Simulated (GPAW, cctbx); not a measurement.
## By hand: from a DFT structure factor to an extinction distance in Mg2ZnS3

Mg2ZnS3, P-3m1 (no. 164), a = 3.6690 Å, b = 3.6690 Å, c = 8.9743 Å, α = 90.00°, β = 90.00°, γ = 120.00°.

```csv
atom,mult.,x,y,z
Zn1,1,0,0,0
S1,1,0,0,1/2
S2,2,2/3,1/3,0.8392
Mg1,2,2/3,1/3,0.3314
```

The start was made by putting kin elements into a known structure type; the compound need not exist, or be stable, in this form.

A DFT run (GPAW, PBE, 450 eV, 6×6×2 k-points (along the axes of the calculation cell), Fermi–Dirac width 0.05 eV) gives the static X-ray structure factor of 002 as 18.618 e for the conventional cell; superposed free atoms give 18.639 e. **Problem.** Find the Fourier component V of the crystal potential and the two-beam extinction distance at 80 kV in both cases.

## Step 1: Geometry

The cell volume is Ω = 104.62 Å³ and d(002) = 4.4871 Å, so g = 1/d = 0.2229 Å⁻¹.

## Step 2: The nuclei

Electrons feel nuclei as well as electrons, so the nuclear charges are summed with the same phases.

Phase sums Σ exp(2πi h·x), turned so that the total is real and positive: Zn +1.000, S +0.129, Mg -1.042. Then F_Z = 30 × (+1.000) + 16 × (+0.129) + 12 × (-1.042) = 19.56 e. The electron term has the same sign for this reflection.

## Step 3: Mott–Bethe

Poisson's equation, term by term, gives V = (e/4πε₀)(F_Z − F)/(πΩg²), with e/4πε₀ = 14.3996 V Å.

The prefactor is 14.3996 × 4.4871²/(π × 104.62) = 0.88208 V per electron. Free atoms: (19.56 − 18.639) × 0.88208 = 0.816 V. Crystal: (19.56 − 18.618) × 0.88208 = 0.835 V. F changes by -0.11 % and V by +2.3 %: the same 0.02 e is measured against F_Z − F = 0.9 e in place of F = 18.6 e.

## Step 4: Extinction distance

In the two-beam case ξ = 1/(λU) with U = 2γm₀eV/h², that is ξ = 150.41 V Å²/(γλV).

At 80 kV, λ = 0.04176 Å and γ = 1.1566. Free atoms: ξ = 3817 Å. Crystal: ξ = 3732 Å. The thickness fringes go as sin²(πt/ξ), so the two patterns slip by a quarter of a period when t|1/ξ₁ − 1/ξ₀| = 1/4, at t ≈ 4203 nm, thicker than usual samples. Thermal motion, absorption and many-beam coupling, left out here, change a real pattern.

## Step 5: Answer

V(002) is 0.83 V against 0.82 V, and ξ is 3732 against 3817 Å. Limits: static atoms, two beams.

[Outputs are excerpts: Python notices, other lines and further rows are left out; steps that failed or that the build refused (PBEsol, TPSS) are not shown.]

[Logs are printed without paths, hosts, clocks, repeated set-up lines and the standing remarks that a program may print on its own settings, such as how far it seeks lower states.]
